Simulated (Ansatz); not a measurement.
# G0W0 on several functionals: MgO (Fm-3m)

One-shot GW is not self-consistent; how far does the start matter for MgO (Fm-3m)?

Program: Ansatz 0.2.0. Level of theory: G0W0 on several functionals, plane waves, PAW. Results are calculated unless marked as measured.

In doubt: masses and optical values from hybrid runs of this build are listed as unsure (steps 3, 4), which bears on the screening that GW takes from such a start.

### 1. Starting point

It takes space group Fm-3m (No. 225, cubic). The conventional cell has a = 4.194 Å, b = 4.194 Å, c = 4.194 Å, α = 90.00°, β = 90.00°, γ = 90.00°. Nearest to Mg lie 6 O at 2.10 Å. Nearest to O lie 6 Mg at 2.10 Å. Farther neighbours and most contacts between anions are not listed.

The cell and positions are those that the Materials Project relaxed with its own functionals (PBE, PBE+U or r2SCAN), kept fixed.

### 2. G0W0 on PBE

Now the one-shot GW correction: screening in the RPA, then the self-energy of the levels asked for. This step takes PAW set soft_1 files.

This step: G0W0 on PBE, plane waves, PAW; PAW set soft_1.

File input.yaml:

```yaml
crystal:
  lattice:
    - [0.0, 2.0970013927, 2.0970013927]
    - [2.0970013927, 0.0, 2.0970013927]
    - [2.0970013927, 2.0970013927, 0.0]
  atoms:
    - { symbol: Mg, position: [0.0, 0.0, 0.0] }
    - { symbol: O, position: [0.5, 0.5, 0.5] }
kpoints:
  mp_grid: { grid: [8, 8, 8] }
hamiltonian:
  xc: pbe
  pseudopotentials: { kind: paw, azcp: { folder: soft_1 } }
scf:
  occupations: { method: fixed }
gw:
  n_empty_bands: 146
  ecut_chi: 230.0
  qp_bands: [v2, c2]
  qp_kpoints: band_edges
  screening: { model: contour_deformation }
```

On the command line:

```
$ ansatz run input.yaml --threads 4 --pin off --max-ram 138240MiB --backend cuda --events-out ev --progress --plain --runs-dir out --devices 1 --max-vram 26GiB
```

Numbers of over 12 decimals in the logs are rounded to 6 here.

Output:

```text
GPUs: using 1 of 1 available (devices: 1).
Engine: ansatz 0.2.0, x86_64-unknown-linux-gnu
Pseudopotentials: kind: paw
Pseudopotential: Mg, paw, valence charge 10, recommended cutoff 420 eV (normal), soft_1/Mg.paw.azcp
Pseudopotential: O, paw, valence charge 6, recommended cutoff 420 eV (normal), soft_1/O.paw.azcp
Functional definition: PBE
  parameter kappa = 0.804
  parameter beta = 0.066725
  exchange = pbe_x(kappa = kappa, mu = beta*pi^2/3)
  correlation = pbe_c(beta = beta)
device memory: the entry about to start is reckoned to put 0.4 GiB on a device that reports 68.6 GiB free (of which the cap on the GPU budget leaves the run 26.0 GiB)
GPU FFT provider: cuFFT
GPU libraries: cuBLAS 13.8.2, cuFFT 12.4.0, cuSOLVER 12.3.4
Crystal: 2 atoms, lattice volume = 18.443 Å³
Basis set: ecut = 420 eV, 339 PW (Γ)
Bands: 12, of which v1, the nominal top of the filled ones, is band 8 counted from 1 (7 counted from 0)
Symmetry: 48 space group operations
Space group: Fm-3m (ITA 225), of the structure as read, at distance tolerance 2.6e-5 Å
k-points: 29 of 512
Non-local potential: Mg, projectors of the file, l = 0: 3, l = 1: 2, l = 2: 1
Non-local potential: O, projectors of the file, l = 0: 2, l = 1: 2, l = 2: 1
PAW form: soft (Blöchl's): semilocal exchange-correlation on the pseudo side does not see the compensation charge
PAW one-centre angular grid: Mg, 110 points (default); XC on 64 Gauss nodes
PAW one-centre angular grid: O, 110 points (default); XC on 64 Gauss nodes
Initial density: superposition of atomic densities (chi_scale 0.1, normalization cell, long waves kept (reshape's long-wave potential 0.00 eV rms))
Initial wavefunctions: pseudopotential atomic-orbital guess
GPU buffer pool allocated for 8000 grid points (all kernels)
GPU transforms: local potential and band sums: pruned to the plane-wave sphere, on 20×20×20
Functional: x = pbe(κ = 0.804, μ = 0.219515), c = pbe(β = 0.066725)
SCF iter   1: F=—  HF=-2494.086301 eV  |F-HF|=—  |Δ(HF+E_count)|=         —  Δρ=7.13e-2  dr2=5.03e-1  ethr=3.10e-3  ⟨swp⟩=4.1  Hψ=1965  notcnv=0  defer=20
preconditioner: auto → none  [insulator: Δε(μ)=4.534 eV  Ē_g=18.503 eV  n_scr=8 (ndim 8)  ℏωp=24.5 eV  f_vac=0.000  ε∞_Penn≈2.7]
SCF iter   2: F=—  HF=-2494.070458 eV  |F-HF|=—  |Δ(HF+E_count)|=   1.58e-2  Δρ=2.85e-2  dr2=8.04e-2  ethr=3.10e-3  ⟨swp⟩=2.9  Hψ=751  notcnv=0  defer=48
SCF iter   3: F=—  HF=-2494.119669 eV  |F-HF|=—  |Δ(HF+E_count)|=   4.92e-2  Δρ=4.63e-3  dr2=2.50e-3  ethr=5.03e-4  ⟨swp⟩=2.5  Hψ=592  notcnv=0  defer=55
SCF iter   4: F=—  HF=-2494.122899 eV  |F-HF|=—  |Δ(HF+E_count)|=   3.23e-3  Δρ=2.72e-3  dr2=9.18e-4  ethr=1.56e-5  ⟨swp⟩=2.2  Hψ=590  notcnv=0  defer=56
SCF iter   5: F=—  HF=-2494.122632 eV  |F-HF|=—  |Δ(HF+E_count)|=   2.67e-4  Δρ=3.05e-4  dr2=8.75e-6  ethr=5.74e-6  ⟨swp⟩=2.0  Hψ=489  notcnv=0  defer=56
SCF iter   6: F=-2494.122640 eV  HF=-2494.122640 eV  |F-HF|=2.13e-8  |Δ(HF+E_count)|=   8.24e-6  Δρ=1.79e-5  dr2=1.93e-8  ethr=6.25e-10  ⟨swp⟩=4.0  Hψ=1566  notcnv=0
SCF 1 converged in 6 iterations: F = -2494.122640 eV  dr2 = 1.93e-8
  greatest PAW one-centre occupation: 1.000 electrons in one spin orbital (limit 2), on the Mg atom at site 0 (counted from 0), in its partial waves of l = 0
device memory: the entry about to start is reckoned to put 0.5 GiB on a device that reports 68.9 GiB free (of which the cap on the GPU budget leaves the run 26.0 GiB)
NSCF: frozen V_eff on 29 k-points, pencils in batches of 32, up to order 48
the band table was solved once the SCF had ended and its energy, with any forces and stress, was formed, with the checks that follow a solve (2035 applications of the Hamiltonian). They found nothing against the state; the energy, forces and stress were not computed again (output.eigenvalues in the input reference)
device memory: the entry about to start is reckoned to put 1.4 GiB on a device that reports 72.3 GiB free (of which the cap on the GPU budget leaves the run 26.0 GiB)
NSCF: frozen V_eff on 29 k-points
G₀W₀ screening: q 1/29
[... further progress lines ...]
SCF converged after 6 iterations
Free energy (F): -2494.122640 eV
Harris-Foulkes:  -2494.122640 eV  (|F-HF|=2.13e-8)
Internal energy: -2494.122640 eV  (E = F + TS)
E sigma→0 (E₀):  -2494.122640 eV
Fermi energy:    8.216166 eV
--- Per-component energies (eV) ---
  E_band       = -291.005374
  E_kinetic    = 243.937607
  E_local      = -1684.897838  (includes V_loc(G=0)·N_el)
  E_nonlocal   = 246.935791
  E_hartree    = 558.947267
  E_xc         = -100.781610
  E_vxc        = -129.132451  (∫ρ·V_xc dr)
  E_paw        = -463.345969  (= ΣΔE_a)
  E_vpaw       = -85.744046  (= ΣTr[D̂ρ^β])
  E_aug_tail   = 0.000768  (compensation charges beyond the density's cutoff)
  E_ewald      = -1294.918655
  E_smearing   = -0.000000  (= −TS)
  E_closure    = -0.000000  (closes the sum)
  Σ components = -2494.122640   (vs F -2494.122640, Δ=0.00e0)
--- Band table (eV; the first three rows and the last of 29) ---
  k-point 0: bands = [... 4 lower, -9.0985, 8.2162, 8.2162, 8.2162, 13.0890, 24.1069, 24.1069, 24.1069]
  k-point 1: bands = [... 4 lower, -8.9257, 7.2614, 8.1119, 8.1119, 13.9993, 22.4176, 24.4708, 24.4708]
  k-point 2: bands = [... 4 lower, -8.4774, 5.5425, 7.8713, 7.8713, 15.4415, 20.8843, 24.9989, 24.9989]
  k-point 28: bands = [... 4 lower, -7.4559, 5.2471, 5.2471, 6.4310, 19.9654, 19.9654, 20.5526, 23.9397]
--- G₀W₀: contour deformation, 6 samples at zero and on the imaginary axis and 4 off it, 512 q-points, 146 empty bands' worth ---
  eigenvalues of the whole cell's RPA ε∞ on this k-mesh (on a slab, of 1 + 4πα/V) = 3.0171, 3.0171, 3.0171; static W/v taken at q = 0 is 0.331447
  bands read: the sum over 154 bands ends inside a degenerate multiplet in 5 slots, whose members it reads at an even weight; the widest, k=0: bands 154 to 156 (counted from 1) at 1/3 each
  gw.qp_kpoints: band_edges: 14 of 29 stored k-points solved, in 1 pass; an edge of the gap read off the rows below is read off those points alone
    valence top: of the k-points left out ik 12 came nearest to being solved in a further pass, in band 7 (counted from 1, as in the quasiparticle table): it holds the edge there only if its correction is more favourable than any solved in that band by at least 0.741 eV; those differ by 0.372 eV
    conduction bottom: of the k-points left out ik 12 came nearest to being solved in a further pass, in band 9 (counted from 1, as in the quasiparticle table): it holds the edge there only if its correction is more favourable than any solved in that band by at least 3.116 eV; those differ by 0.640 eV
    ik  band        ε_KS         Σx   Σc(E_QP)       V_xc       Z   E_QP_lin       E_QP  E_QP is
     0     7      8.2162   -26.4736     3.9820   -20.9599  0.7897     6.6633     6.6845  root
     0     8      8.2162   -26.4736     3.9820   -20.9599  0.7897     6.6633     6.6845  root
     0     9     13.0890   -10.1548    -3.7380   -14.9022  0.8465    14.1037    14.0985  root
     0    10     24.1069    -3.7290    -4.9146    -9.6552  0.8375    25.1296    25.1186  root
     1     7      8.1119   -26.3679     4.0075   -20.8094  0.7893     6.5388     6.5609  root
     1     8      8.1119   -26.3679     4.0075   -20.8094  0.7893     6.5388     6.5609  root
     1     9     13.9993   -10.9361    -3.7267   -15.7438  0.8396    15.0867    15.0803  root
     1    10     22.4176    -4.1056    -4.8861    -9.9607  0.8344    23.3967    23.3866  root
     2     7      7.8713   -26.1366     4.0641   -20.4800  0.7884     6.2547     6.2788  root
     2     8      7.8713   -26.1366     4.0641   -20.4800  0.7884     6.2547     6.2788  root
     2     9     15.4415   -10.2020    -4.0226   -15.3953  0.8365    16.6209    16.6122  root
     2    10     20.8843    -6.1378    -4.8635   -12.1561  0.8271    22.0513    22.0391  root
     3     7      7.6449   -25.9329     4.1152   -20.1891  0.7875     5.9904     6.0164  root
     3     8      7.6449   -25.9329     4.1152   -20.1891  0.7875     5.9904     6.0164  root
     3     9     16.1344    -7.9761    -4.1691   -13.2007  0.8453    17.1971    17.1898  root
     3    10     20.7249    -9.3145    -5.1497   -15.9753  0.8050    22.2609    22.2359  root
     4     7      7.5547   -25.8555     4.1352   -20.0782  0.7871     5.8859     5.9126  root
     4     8      7.5547   -25.8555     4.1352   -20.0782  0.7871     5.8859     5.9126  root
     4     9     16.2186    -7.0927    -4.1685   -12.2427  0.8500    17.2064    17.2002  root
     4    10     20.9723   -10.6292    -5.3757   -17.6802  0.7938    22.6822    22.6474  root
     5     7      7.9826   -26.2575     4.0276   -20.6571  0.7891     6.3867     6.4098  root
     5     8      7.9826   -26.2575     4.0276   -20.6571  0.7891     6.3867     6.4098  root
     5     9     14.2958   -11.1678    -3.7481   -16.0308  0.8372    15.4176    15.4107  root
     5    10     21.8989    -3.5023    -4.7760    -9.1659  0.8410    22.7937    22.7866  root
[...]
24     7      6.5134   -24.9213     4.2477   -18.8954  0.7851     4.7001     4.7351  root
    24     8      6.9633   -25.3966     4.2082   -19.4650  0.7859     5.2086     5.2399  root
    24     9     18.6484    -9.6652    -4.6619   -15.7481  0.8261    20.0868    20.0694  root
    24    10     18.6756    -5.3006    -4.4134   -10.6792  0.8455    19.6476    19.6408  root
    28     7      5.2471   -23.9138     4.4386   -17.5720  0.7793     3.2958     3.3438  root
    28     8      6.4310   -24.7719     4.2391   -18.7527  0.7842     4.6152     4.6510  root
    28     9     19.9654    -7.8928    -4.7955   -13.9897  0.8202    21.2829    21.2667  root
    28    10     19.9654    -7.8928    -4.7955   -13.9897  0.8202    21.2829    21.2667  root
```

It took 19 s on 1 × NVIDIA H100 80GB HBM3 (shared by 3 runs) with 4 threads of AMD EPYC 7R13 (Zen 3), shared host; peak memory 1.1 GiB.

The column dr2 measures how far the density is from self-consistency, as an energy; F and HF (Harris–Foulkes) agree once it is small.

Numbers from this step:

```yaml
bands_summed: 154
rpa_eps_infinity_on_this_mesh_eigenvalues: 3.017, 3.017, 3.017
plane_waves_in_the_screening_matrix: 137
q_points_in_the_mesh: 512
g0w0_gap_on_the_mesh: 7.414 eV
k_of_the_valence_top: 0, 0, 0
k_of_the_conduction_bottom: 0, 0, 0
starting_gap_on_the_mesh: 4.873 eV
z_at_the_valence_top: 0.7897
z_at_the_conduction_bottom: 0.8465
least_direct_g0w0_gap_on_the_computed_points: 7.414 eV
```

The gap on the mesh goes from 4.87 eV to 7.41 eV, a correction of +2.54 eV. Between the two edge states, bare exchange in place of the xc potential would open the gap by 10.26 eV, and correlation takes back 7.72 eV.

### 3. G0W0 on HSE06

The same correction from a different start measures what one shot leaves open.

This step: G0W0 on HSE06, plane waves, PAW; PAW set soft_1.

Edit input.yaml of step 2 so:

```diff
@@ -11,3 +11,3 @@
 hamiltonian:
-  xc: pbe
+  xc: hse06
   pseudopotentials: { kind: paw, azcp: { folder: soft_1 } }
```

Output:

```text
GPUs: using 1 of 1 available (devices: 1).
[...]
davidson cushion auto → on  (no smearing: the cushion is to keep the highest requested band from converging to the state above it; pin scf.eigensolver.cushion to override)
[...]
GPU FFT provider: cuFFT
GPU libraries: cuBLAS 13.8.2, cuFFT 12.4.0, cuSOLVER 12.3.4
Crystal: 2 atoms, lattice volume = 18.443 Å³
Basis set: ecut = 420 eV, 339 PW (Γ)
Bands: 12, of which v1, the nominal top of the filled ones, is band 8 counted from 1 (7 counted from 0)
Symmetry: 48 space group operations
[...]
k-points: 29 of 512
[...]
GPU buffer pool allocated for 8000 grid points (all kernels)
[...]
SCF iter   1: F=—  HF=-2494.076401 eV  |F-HF|=—  |Δ(HF+E_count)|=         —  Δρ=7.14e-2  dr2=5.01e-1  ethr=1.00e-1  ⟨swp⟩=5.8  Hψ=1229  notcnv=0
[...]
SCF iter   4: F=-2494.126422 eV  HF=-2494.127805 eV  |F-HF|=1.38e-3  |Δ(HF+E_count)|=   3.61e-3  Δρ=3.66e-3  dr2=1.67e-3  ethr=1.84e-5  ⟨swp⟩=3.0  Hψ=1043  notcnv=0
SCF 1 stopped early in 4 iterations: F = -2494.126422 eV  dr2 = 1.67e-3
[...]
GPU FFT provider: cuFFT
GPU libraries: cuBLAS 13.8.2, cuFFT 12.4.0, cuSOLVER 12.3.4
[...]
GPU buffer pool allocated for 8000 grid points (all kernels)
[...]
G₀W₀ screening: q 1/29
[... further progress lines ...]
hybrid SCF converged: 2 outer / 7 inner (+4 warm-up), last move |dexx| = 1.47e-7 eV, tail = 4.91e-8 eV
Stability not checked: this state was not tested for a lower state beside it, because the functional holds exact exchange (a hybrid, or Hartree-Fock), whose exchange loop this test does not read (fock_operator; see scf.lower_state_search)
Free energy (F): -2494.347510 eV
Frozen-core exchange: fock
[...]
Internal energy: -2494.347510 eV  (E = F + TS)
E sigma→0 (E₀):  -2494.347510 eV
Fermi energy:    6.956878 eV
[...]
--- Band table (eV; the first three rows and the last of 29) ---
[...]
guard bands above this table: 2 of the run's 12 bands. The solve was not asked for them (output.publish_guard_bands: true or output.eigenvalues: true publishes all)
[...]
0     7      6.9569   -26.4674     3.5085   -22.1661  0.8188     6.1602     6.1640  root
     0     8      6.9569   -26.4674     3.5085   -22.1661  0.8188     6.1602     6.1640  root
     0     9     13.5813    -9.7089    -3.6015   -14.1652  0.8686    14.4389    14.4361  root
     0    10     24.8112    -3.6797    -4.5063    -8.9177  0.8643    25.5463    25.5428  root
     1     7      6.8431   -26.3614     3.5257   -22.0297  0.8186     6.0330     6.0371  root
     1     8      6.8431   -26.3614     3.5257   -22.0297  0.8186     6.0330     6.0371  root
     1     9     14.5074   -10.3196    -3.6086   -14.8371  0.8634    15.4197    15.4164  root
     1    10     23.0917    -3.9899    -4.4927    -9.1852  0.8611    23.7976    23.7942  root
[...]
28     7      3.7742   -24.0428     3.8276   -19.1745  0.8109     2.7245     2.7335  root
    28     8      5.0463   -24.8483     3.6848   -20.1987  0.8146     4.0747     4.0816  root
    28     9     20.7229    -7.4939    -4.4042   -12.8415  0.8480    21.6720    21.6664  root
    28    10     20.7229    -7.4939    -4.4042   -12.8415  0.8480    21.6720    21.6664  root
```

The job ended after 27 s (1 × NVIDIA H100 80GB HBM3 (shared by 3 runs) with 4 threads; peak memory 1.3 GiB).

Numbers from this step:

| Property | Result |
| --- | --- |
| bands summed | 154 |
| RPA ε∞ on this mesh (eigenvalues) | 2.622, 2.622, 2.622 |
| plane waves in the screening matrix | 137 |
| q-points in the mesh | 512 |
| G0W0 gap on the mesh | 8.272 eV |
| k of the valence top | 0, 0, 0 |
| k of the conduction bottom | 0, 0, 0 |
| starting gap on the mesh | 6.624 eV |
| Z at the valence top | 0.8188 |
| Z at the conduction bottom | 0.8686 |
| least direct G0W0 gap on the computed points | 8.272 eV |

Against the run with 8×8×8 mesh, 146 empty bands, screening to 230 eV, PAW set soft_1 files on PBE, the gap moves by +0.86 eV, while the start moved by +1.75 eV.

### 4. G0W0 on PBE0

This step: G0W0 on PBE0, plane waves, PAW; PAW set soft_1.

Edit input.yaml of step 3 so:

```diff
@@ -11,3 +11,3 @@
 hamiltonian:
-  xc: hse06
+  xc: pbe0
   pseudopotentials: { kind: paw, azcp: { folder: soft_1 } }
```

Output:

```text
GPUs: using 1 of 1 available (devices: 1).
[...]
GPU FFT provider: cuFFT
GPU libraries: cuBLAS 13.8.2, cuFFT 12.4.0, cuSOLVER 12.3.4
Crystal: 2 atoms, lattice volume = 18.443 Å³
Basis set: ecut = 420 eV, 339 PW (Γ)
Bands: 12, of which v1, the nominal top of the filled ones, is band 8 counted from 1 (7 counted from 0)
Symmetry: 48 space group operations
[...]
k-points: 29 of 512
[...]
1     9     14.8675   -10.3082    -3.5261   -14.4736  0.8696    15.5082    15.5067  root
     1    10     23.4716    -3.9844    -4.3707    -8.7991  0.8686    23.9167    23.9156  root
[...]
28     7      3.3567   -24.0453     3.6756   -19.5988  0.8203     2.5816     2.5859  root
    28     8      4.6382   -24.8559     3.5450   -20.6194  0.8232     3.9436     3.9467  root
    28     9     21.1030    -7.4921    -4.2835   -12.4602  0.8556    21.7901    21.7876  root
    28    10     21.1030    -7.4921    -4.2835   -12.4602  0.8556    21.7901    21.7876  root
[key lines of the parts left out:]
Free energy (F): -2494.600439 eV
Fermi energy:    6.565341 eV
```

Wall time 29 s (1 × NVIDIA H100 80GB HBM3 (shared by 3 runs) with 4 threads); peak memory 1.3 GiB; 42 s of CPU time.

This step gave:

| Quantity | Value |
| --- | --- |
| bands summed | 154 |
| RPA ε∞ on this mesh (eigenvalues) | 2.539, 2.539, 2.539 |
| plane waves in the screening matrix | 137 |
| G0W0 gap on the mesh | 8.478 eV |
| k of the valence top | 0, 0, 0 |
| k of the conduction bottom | 0, 0, 0 |
| starting gap on the mesh | 7.365 eV |
| least direct G0W0 gap on the computed points | 8.478 eV |

Against the run with 8×8×8 mesh, 146 empty bands, screening to 230 eV, PAW set soft_1 files on HSE06, the gap moves by +0.21 eV, while the start moved by +0.74 eV.

### 5. The starts together

All on the 8×8×8 mesh with 146 empty bands and screening to 230 eV. Times are wall times on 1 × NVIDIA H100 80GB HBM3 (shared by 3 runs) with 4 threads of AMD EPYC 7R13 (Zen 3), shared host, good to a factor of about two.

| start | starting gap (eV) | shift (eV) | G0W0 gap (eV) | RPA ε∞ (harmonic mean) | Z (valence, conduction) | time |
| --- | --- | --- | --- | --- | --- | --- |
| PBE | 4.87 | +2.54 | 7.41 | 3.02 | 0.79, 0.85 | 19 s |
| HSE06 | 6.62 | +1.65 | 8.27 | 2.62 | 0.82, 0.87 | 27 s |
| PBE0 | 7.36 | +1.11 | 8.48 | 2.54 | 0.83, 0.87 | 29 s |

How the two edges are built up, in eV (the quasiparticle level is the starting level plus Σx plus Σc less Vxc):

| run | edge | start | Σx | Σc | Vxc | Z | QP |
| --- | --- | --- | --- | --- | --- | --- | --- |
| PBE | valence top | 8.22 | -26.47 | 3.98 | -20.96 | 0.79 | 6.68 |
| PBE | conduction bottom | 13.09 | -10.15 | -3.74 | -14.90 | 0.85 | 14.10 |
| HSE06 | valence top | 6.96 | -26.47 | 3.51 | -22.17 | 0.82 | 6.16 |
| HSE06 | conduction bottom | 13.58 | -9.71 | -3.60 | -14.17 | 0.87 | 14.44 |
| PBE0 | valence top | 6.57 | -26.47 | 3.39 | -22.57 | 0.83 | 6.05 |
| PBE0 | conduction bottom | 13.93 | -9.71 | -3.52 | -13.82 | 0.87 | 14.52 |

For a hybrid start, Vxc holds its share of exact exchange.

### 6. Summary of results

| Quantity | Value |
| --- | --- |
| G0W0@PBE | 7.41 eV (start 4.87 eV) |
| G0W0@HSE06 | 8.27 eV (start 6.62 eV) |
| G0W0@PBE0 | 8.48 eV (start 7.36 eV) |
| known limits | not at the basis limit |

The starting gaps span 2.49 eV and the G0W0 gaps 1.06 eV. Between PBE and PBE0, 1.06 eV of the 2.49 eV survives, 43 %. PBE0 screens less than PBE (ε∞ 2.54 against 3.02). Of the 1.06 eV by which its G0W0 gap is higher, the correlation part gives +0.82 eV, and exchange with the one-particle terms, which follow the orbitals, +0.25 eV. The smallest correction, +1.11 eV, is on PBE0, the start nearest to reproducing itself. Bands and cutoff are finite, so the gap is not at the basis limit. The miss can reach some tenths of an eV and take either sign; the mesh is an error of its own.

[Paths, hosts, dates, memory and timing lines, banners, echoed tables and standing remarks are left out of the program output.]

[Logs are printed without paths, hosts, clocks, repeated set-up lines and the standing remarks that a program may print on its own settings, such as how far it seeks lower states.]

[Runs of the session that timed out or met a known fault of the program may be left out.]

[Cells called generated may have been cut or substituted from an entry of the Crystallography Open Database or the Materials Project.]

[Hosts, paths, dates, database ids (printed as entryN), source tags and the programs' standing remarks are cut or masked in the printed files.]
